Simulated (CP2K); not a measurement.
Consider 3-ethynylfuran at its PBE geometry (Å).

```xyz
11

C     2.8265   -0.2139   -0.4307
C     1.6335   -0.0661   -0.2522
C     0.2411    0.0840   -0.0422
C    -0.7295   -0.9647    0.1750
C    -1.9341   -0.3491    0.3252
O    -1.7960    1.0189    0.2189
C    -0.4684    1.2636   -0.0053
H     3.8761   -0.3406   -0.5916
H    -0.5276   -2.0288    0.2113
H    -2.9407   -0.7050    0.5061
H    -0.1812    2.3018   -0.1145
```

Method: CP2K XAS_TDP, all-electron GAPW, PBEh(45%), aug-cc-pVDZ, TDA, GW2X-corrected core level, no relativity.

**Question.** Predict the bright core excitations at the O K edge.

Leading lines: O6 535.04 eV. The leading line of an atom is its first one with 35 % of the strongest within 2.5 eV of its lowest line over the strength cut. Core ionisation energies at this level: O6 539.77 eV.

The first six lines of each atom with a strength over 0.0015:

| atom | energy (eV) | states | strength, one atom | above the computed threshold |
| --- | --- | --- | --- | --- |
| O6 (bonded to 2 C) | 535.04 | 1 | 0.0280 |  |
|  | 538.70 | 1 | 0.0122 |  |
|  | 538.73 | 1 | 0.0202 |  |
|  | 538.99 | 1 | 0.0086 |  |
|  | 539.14 | 1 | 0.0018 |  |
|  | 540.13 | 1 | 0.0108 | yes |

Lines are vertical, at one geometry, with no vibrational structure. GW2X ionisation energies and lines can be off by 1 to 2 eV either way, and a good line position may hide errors that cancel. These values hold no scalar relativity, about 0.4 eV for O 1s. Rydberg lines, and the discretised continuum above threshold, depend on the basis and the box.

[Banner, clock and machine lines of the logs are left out without a mark of their own.]

[Logs are printed without paths, hosts, clocks, repeated set-up lines and the standing remarks that a program may print on its own settings, such as how far it seeks lower states.]

[Hosts, paths, dates, database ids (printed as entryN), source tags and the programs' standing remarks are cut or masked in the printed files.]
